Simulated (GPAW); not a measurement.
## Core-hole calculation of the Cu K edge in CuAgO2 (Pmmm)

What does one-electron theory with a core hole give for the Cu K edge of CuAgO2 (Pmmm)?

Method: X-ray absorption from dipole matrix elements to empty bands, plane-wave PAW LDA, in GPAW 26.7.0.

Report form: the programs' logs are mostly left out.

## Step 1: Set-up

Symmetry: Pmmm, No. 47, orthorhombic system. Conventional cell: a = 2.816 Å, b = 3.354 Å, c = 5.404 Å, α = 90.00°, β = 90.00°, γ = 90.00°. Nearest to Ag lie 4 O at 2.23 Å. Nearest to Cu lie 4 O at 1.88 Å. Nearest to O lie 2 Cu at 1.88 Å and 2 Ag at 2.23 Å. Farther neighbours and most contacts between anions are not listed.

Structure file:

```xyz
8
Lattice="2.8164 3.3539 0.0000 0.0000 3.3539 5.4042 2.8164 0.0000 5.4042" Properties=species:S:1:pos:R:3 pbc="T T T"
Ag    0.0000    0.0000    0.0000
Ag    2.8164    3.3539    5.4042
Cu    1.4082    1.6769    2.7021
Cu    4.2247    5.0308    8.1063
O     2.8164    5.0308    3.9405
O     2.8164    1.6769    3.9405
O     2.8164    1.6769    6.8679
O     2.8164    5.0308    6.8679
```

## Step 2: The field without a hole

The ground state comes first: it tells whether the system has a gap, which decides how the excited electron is treated.

scf.py

```python
import numpy as np
from ase import Atoms
from ase.parallel import parprint, paropen
from gpaw import GPAW, PW, FermiDirac, Mixer, MixerDif, setup_paths
from gpaw.test import gen
setup_paths.insert(0, '.')
gen('Cu', name='nch1s', xcname='LDA', corehole=(1, 0, 0), write_xml=True)
from gpaw.mpi import world
world.barrier()

atoms = Atoms('Ag2Cu2O4',
    cell=[[2.81644281, 3.35389257, 0],
     [0, 3.35389257, 5.40417723],
     [2.81644281, 0, 5.40417723]],
    scaled_positions=[[0, 0, 0],
     [0.5, 0.5, 0.5],
     [0.25, 0.25, 0.25],
     [0.75, 0.75, 0.75],
     [0.88542489, 0.61457511, 0.11457511],
     [0.38542489, 0.11457511, 0.61457511],
     [0.11457511, 0.38542489, 0.88542489],
     [0.61457511, 0.88542489, 0.38542489]],
    magmoms=[0.0, 0.0, 1.0, -1.0, 0.0, 0.0, 0.0, 0.0],
    pbc=True)
atoms.calc = calc = GPAW(legacy_gpaw=True, mode=PW(500, force_complex_dtype=True), xc='LDA', setups={2: 'nch1s'},
    kpts={'size': (4, 4, 4), 'gamma': True}, occupations=FermiDirac(0.05),
    charge=0, mixer=MixerDif(0.05, 8, 50), maxiter=150,
    convergence={'density': 0.0001, 'eigenstates': 1e-6}, txt='scf.txt')
energy = atoms.get_potential_energy() + calc.get_reference_energy()
ef = calc.get_fermi_level()
out = dict(energy=energy, fermi=ef, forces=atoms.get_forces().tolist(), magmoms=atoms.get_magnetic_moments().tolist())
parprint(f'all-electron energy {energy:.4f} eV, Fermi level {ef:.4f} eV')
ev = np.array([[calc.get_eigenvalues(k, s) for k in range(len(calc.get_ibz_k_points()))] for s in range(calc.get_number_of_spins())])
out['homo'], out['lumo'], out['counts'] = ev[ev < ef].max(), ev[ev > ef].min(), sorted(set((ev < ef).sum((0, 2)).tolist()))
out['filled'] = (ev[:, 0] < ef).sum(1).tolist()
import json
with paropen('out.json', 'w') as f:
    json.dump(out, f)
```

The run is started by

```sh
OMP_NUM_THREADS=1 mpirun -n 4 gpaw python scf.py
```

The job ended after 69 s (4 MPI ranks of Intel Xeon Platinum 8488C (Sapphire Rapids), shared host; peak memory 0.53 GiB; 4.6 min of CPU time).

The mesh shows no gap, so the system is treated as a metal and the core electron is put at the Fermi level (neutral cell).

## Step 3: Supercell without a hole, the energy reference

The photon energy needs a difference of total energies, so the cell and mesh of the coming hole run are first run without a hole.

scf.py: that of step 2 with these lines changed.

```diff
@@ -10,18 +10,26 @@
 
-atoms = Atoms('Ag2Cu2O4',
-    cell=[[2.81644281, 3.35389257, 0],
+atoms = Atoms('Ag4Cu4O8',
+    cell=[[5.63288562, 0, 0],
      [0, 3.35389257, 5.40417723],
-     [2.81644281, 0, 5.40417723]],
+     [0, -3.35389257, 5.40417723]],
     scaled_positions=[[0, 0, 0],
      [0.5, 0.5, 0.5],
-     [0.25, 0.25, 0.25],
-     [0.75, 0.75, 0.75],
-     [0.88542489, 0.61457511, 0.11457511],
-     [0.38542489, 0.11457511, 0.61457511],
-     [0.11457511, 0.38542489, 0.88542489],
-     [0.61457511, 0.88542489, 0.38542489]],
-    magmoms=[0.0, 0.0, 1.0, -1.0, 0.0, 0.0, 0.0, 0.0],
+     [0.5, 0, 0],
+     [0, 0.5, 0.5],
+     [0.25, 0.5, 0],
+     [0.75, 0, 0.5],
+     [0.75, 0.5, 0],
+     [0.25, 0, 0.5],
+     [0.5, 0.11457511, 0.61457511],
+     [0, 0.61457511, 0.11457511],
+     [0.5, 0.61457511, 0.11457511],
+     [0, 0.11457511, 0.61457511],
+     [0.5, 0.88542489, 0.38542489],
+     [0, 0.38542489, 0.88542489],
+     [0.5, 0.38542489, 0.88542489],
+     [0, 0.88542489, 0.38542489]],
+    magmoms=[0.0, 0.0, 0.0, 0.0, 1.0, 1.0, -1.0, -1.0, 0.0, 0.0, 0.0, 0.0, 0.0, 0.0, 0.0, 0.0],
     pbc=True)
-atoms.calc = calc = GPAW(legacy_gpaw=True, mode=PW(500, force_complex_dtype=True), xc='LDA', setups={2: 'nch1s'},
-    kpts={'size': (4, 4, 4), 'gamma': True}, occupations=FermiDirac(0.05),
+atoms.calc = calc = GPAW(legacy_gpaw=True, mode=PW(500, force_complex_dtype=True), xc='LDA', setups={4: 'nch1s'},
+    kpts={'size': (3, 3, 3), 'gamma': True}, occupations=FermiDirac(0.1),
     charge=0, mixer=MixerDif(0.05, 8, 50), maxiter=150,
```

It took 79 s on 4 MPI ranks; peak memory 0.39 GiB.

Reference energy: -773969.710 eV with the cores included.

## Step 4: Spectrum with XCH, Cu atom 3

The holes are 5.6 Å apart. In GPAW the data set carries the hole's charge, so charge=0 means a charged cell and charge=-1 a neutral one. The excited electron is kept in the cell, where it fills the lowest empty states and screens the hole. After the field has converged, empty bands are computed with the density fixed and the dipole matrix elements are summed.

The absorber has 4 O at 1.88 Å (square planar, site symmetry mmm).

xas.py

```python
import numpy as np
from ase import Atoms
from ase.parallel import parprint, paropen
from gpaw import GPAW, PW, FermiDirac, Mixer, MixerDif, setup_paths
from gpaw.test import gen
setup_paths.insert(0, '.')
gen('Cu', name='fch1s', xcname='LDA', corehole=(1, 0, 1), write_xml=True)
from gpaw.mpi import world
world.barrier()

atoms = Atoms('Ag4Cu4O8',
    cell=[[5.63288562, 0, 0],
     [0, 3.35389257, 5.40417723],
     [0, -3.35389257, 5.40417723]],
    scaled_positions=[[0, 0, 0],
     [0.5, 0.5, 0.5],
     [0.5, 0, 0],
     [0, 0.5, 0.5],
     [0.25, 0.5, 0],
     [0.75, 0, 0.5],
     [0.75, 0.5, 0],
     [0.25, 0, 0.5],
     [0.5, 0.11457511, 0.61457511],
     [0, 0.61457511, 0.11457511],
     [0.5, 0.61457511, 0.11457511],
     [0, 0.11457511, 0.61457511],
     [0.5, 0.88542489, 0.38542489],
     [0, 0.38542489, 0.88542489],
     [0.5, 0.38542489, 0.88542489],
     [0, 0.88542489, 0.38542489]],
    magmoms=[0.0, 0.0, 0.0, 0.0, 1.0, 1.0, -1.0, -1.0, 0.0, 0.0, 0.0, 0.0, 0.0, 0.0, 0.0, 0.0],
    pbc=True)
atoms.calc = calc = GPAW(legacy_gpaw=True, mode=PW(500, force_complex_dtype=True), xc='LDA', setups={4: 'fch1s'},
    kpts={'size': (3, 3, 3), 'gamma': True}, occupations=FermiDirac(0.1),
    charge=-1, mixer=MixerDif(0.05, 8, 50), maxiter=150,
    convergence={'density': 0.0001, 'eigenstates': 1e-6}, txt='scf.txt')
energy = atoms.get_potential_energy() + calc.get_reference_energy()
ef = calc.get_fermi_level()
out = dict(energy=energy, fermi=ef, forces=atoms.get_forces().tolist(), magmoms=atoms.get_magnetic_moments().tolist())
parprint(f'all-electron energy {energy:.4f} eV, Fermi level {ef:.4f} eV')
ev = np.array([[calc.get_eigenvalues(k, s) for k in range(len(calc.get_ibz_k_points()))] for s in range(calc.get_number_of_spins())])
out['homo'], out['lumo'], out['counts'] = ev[ev < ef].max(), ev[ev > ef].min(), sorted(set((ev < ef).sum((0, 2)).tolist()))
out['filled'] = (ev[:, 0] < ef).sum(1).tolist()

from ase.units import Ha
from gpaw.xas import dipole_matrix_elements
nb = int(calc.get_number_of_electrons() / 2) + 124
top, nb = nb, nb + 8 + nb // 12
nscf = calc.fixed_density(kpts={'size': (3, 3, 3), 'gamma': True}, nbands=nb,
    convergence={'bands': top, 'eigenstates': 5e-3}, maxiter=60, txt='nscf.txt')
cell = atoms.cell.array
ops = [cell.T @ U.T @ np.linalg.inv(cell.T) for U in nscf.wfs.kd.symmetry.op_scc]
E = np.arange(-6, 34, 0.1)
fwhm = np.interp(E, [4, 25], [1.55, 3.5])
Y, X, zero, highest = 0, 0, 1e9, 1e9
for spin in range(nscf.get_number_of_spins()):
    wfs = nscf.wfs
    mine = wfs.bd.get_slice()  # this rank's bands
    A = dipole_matrix_elements(wfs.setups[4])
    eps = np.zeros((wfs.kd.nibzkpts, nb))
    d = np.zeros((3, A.shape[1], wfs.kd.nibzkpts, nb), complex)
    for kpt in wfs.kpt_u:
        if kpt.s == spin and 4 in kpt.P_ani:
            eps[kpt.k, mine] = kpt.eps_n * Ha
            d[:, :, kpt.k, mine] = (kpt.weight * wfs.nspins / 2) ** 0.5 * np.inner(A, kpt.P_ani[4])
    world.sum(eps)
    world.sum(d)
    T = np.einsum('amkn,bmkn->abkn', d, d.conj()).real
    T = sum(np.einsum('ai,ijkn,bj->abkn', R, T, R) for R in ops) / len(ops)
    empty = eps > ef
    zero, highest = min(zero, eps[empty].min()), min(highest, eps[:, top - 1].min())
    lines = [(eps, T, empty)] if spin == 0 else lines + [(eps, T, empty)]
for eps, T, empty in lines:
    f = np.einsum('aakn->akn', T).reshape(3, -1)
    x = eps.ravel() - zero
    w = np.interp(x, E, fwhm) / 2.35482
    g = np.exp(-0.5 * ((E[:, None] - x) / w) ** 2) / (w * (2 * np.pi) ** 0.5)
    Y = Y + (f * empty.ravel()) @ g.T
    X = X + (f * ~empty.ravel()) @ g.T
out.update(E=E.round(2).tolist(), xas=Y.tolist(), xes=X.tolist(), zero=zero, valid=highest - zero, nk=len(eps), nb=nb)
for i in range(0, len(E), 10):
    parprint(f'{E[i]:7.2f}', *(f'{v:10.3e}' for v in Y[:, i]))
import json
with paropen('out.json', 'w') as f:
    json.dump(out, f)
```

The run is started by

```sh
OMP_NUM_THREADS=1 mpirun -n 4 gpaw python xas.py
```

Wall time 2.9 min (4 MPI ranks); peak memory 0.59 GiB.

The Cu K spectrum, Cu atom 3, excited-electron core hole (neutral cell) (energy from the lowest empty level; intensity scaled to a mean of 1 over the first 20 eV; polarised curves are means over the symmetry-equivalent atoms):

```tsv
E (eV)	isotropic	ε ∥ x	ε ∥ y	ε ∥ z
-2.0	0.00	0.00	0.00	0.00
-1.4	0.00	0.00	0.00	0.00
-0.8	0.01	0.01	0.00	0.01
-0.2	0.02	0.02	0.01	0.02
0.4	0.03	0.03	0.01	0.03
1.0	0.02	0.03	0.01	0.02
1.6	0.03	0.02	0.04	0.02
2.2	0.07	0.04	0.16	0.02
2.8	0.19	0.07	0.48	0.04
3.4	0.43	0.08	1.15	0.07
4.0	0.70	0.06	1.97	0.08
4.6	0.79	0.03	2.27	0.07
5.2	0.65	0.02	1.87	0.06
5.8	0.44	0.03	1.21	0.07
6.4	0.27	0.06	0.65	0.09
7.0	0.21	0.08	0.40	0.16
7.6	0.26	0.11	0.42	0.24
8.2	0.37	0.16	0.64	0.29
8.8	0.54	0.24	1.07	0.32
9.4	0.80	0.29	1.79	0.33
10.0	1.13	0.30	2.72	0.38
10.6	1.43	0.29	3.43	0.55
11.2	1.54	0.31	3.39	0.92
11.8	1.46	0.36	2.57	1.46
12.4	1.35	0.46	1.57	2.03
13.0	1.34	0.62	0.91	2.49
13.6	1.42	0.92	0.64	2.69
14.2	1.51	1.42	0.54	2.58
14.8	1.62	2.14	0.48	2.25
15.4	1.79	3.03	0.43	1.90
16.0	1.98	3.86	0.41	1.66
16.6	2.10	4.34	0.40	1.54
17.2	2.08	4.28	0.43	1.53
17.8	1.93	3.74	0.47	1.57
18.4	1.71	2.96	0.52	1.64
19.0	1.50	2.19	0.58	1.72
19.6	1.33	1.58	0.64	1.77
20.2	1.21	1.19	0.71	1.74
20.8	1.15	1.00	0.79	1.67
21.4	1.16	0.97	0.88	1.64
22.0	1.24	1.02	0.99	1.70
22.6	1.33	1.08	1.10	1.80
23.2	1.39	1.13	1.20	1.85
23.8	1.40	1.16	1.27	1.77
24.4	1.36	1.19	1.31	1.59
25.0	1.29	1.21	1.32	1.35
25.6	1.21	1.22	1.29	1.12
26.2	1.15	1.22	1.27	0.95
26.8	1.11	1.22	1.26	0.85
27.4	1.10	1.21	1.29	0.80
28.0	1.11	1.21	1.34	0.79
28.6	1.14	1.21	1.40	0.81
29.2	1.15	1.20	1.44	0.83
29.8	1.16	1.17	1.44	0.86
30.4	1.15	1.15	1.41	0.89
31.0	1.15	1.15	1.37	0.93
31.6	1.15	1.18	1.31	0.96
```

Main maxima below 30 eV (height): 4.6 eV (0.79), 11.2 eV (1.54), 16.8 eV (2.11), 23.6 eV (1.41) and 29.6 eV (1.16). A K edge sees empty p states on the absorber.

The total-energy difference is 8960.85 eV. The tabulated edge of the element is 8979 eV. The functional leaves an error in such absolute values: in the free atom LDA prices this hole 18.3 eV below PBE (computed apart), and PBE is itself good to a few eV.

## Step 5: What came out

| Item | Value |
| --- | --- |
| absorber and edge | Cu K, atom 3 of the ground-state input (counted from 1) |
| surroundings | 4 O at 1.88 Å (square planar, site symmetry mmm) |
| highest intensity below 24 eV | 16.8 eV above the zero, height 2.11 |
| photon energy of the zero (spin-polarised hole, raw) | 8960.8 eV (LDA puts this hole about 18 eV below PBE, itself good to a few eV) |

**Reading.** The Cu K edge of atom 3, with 4 O at 1.88 Å (square planar, site symmetry mmm), has its highest intensity of the first 24 eV at 16.8 eV above the zero, near 8978 eV in photon energy (LDA puts this hole about 18 eV below PBE, itself good to a few eV), 2.1 times the mean level of the first 20 eV (Gaussian full width 1.55 eV up to 4 eV, rising linearly to 3.5 eV at 25 eV). At the Cu K edge of atom 3 polarisation matters most near 16.8 eV, where the curves differ by 4.0 on this scale. The strongest dipole feature below the main edge lies at 4.6 eV (height 0.79); the site has an inversion centre, so it comes from p states mixed with the neighbours' empty states, not from local p–d mixing. 1 further run of this session is left out of this account as redundant. The hole lies in one spin channel, while the script sums the empty states of both and takes the lower zero; where the two channels are split, this blurs and shifts the curve. The script folds with a Gaussian, whereas the core hole's own line is a Lorentzian, so the onset is too steep and the first peak too high. The unit cell's mesh shows no gap over 0.35 eV. That is right for a metallic compound; for a small-gap or correlated insulator it would be the fault of the functional or of the assumed magnetic order, and the hole would be screened too well. The starting moments shrank to 0.00 μB or less, so this is hardly a magnetic state. The holes are only 5.6 Å apart, so the shape is probably not converged with cell size; no larger cell was run here. The mesh is coarse (0.37 Å⁻¹ between points), so small maxima may be mesh ripples. Lifetime broadening is put in by hand, and intensities beyond about 20 eV depend on it and on the partial waves. The structure is a computed Materials Project entry and may be a hypothetical form.

[Logs are printed without paths, hosts, clocks, repeated set-up lines and the standing remarks that a program may print on its own settings, such as how far it seeks lower states.]

[Hosts, paths, dates, database ids (printed as entryN), source tags and the programs' standing remarks are cut or masked in the printed files.]

[Lists of maxima count a maximum above −3 eV only where it reaches 4 % of the highest in the window and stands out from its surroundings by 2 % of it (1.5 % where it reaches 55 %); shoulders and weaker maxima are passed over, and of the rest the first, up to two pre-edge ones and the few strongest are named.]
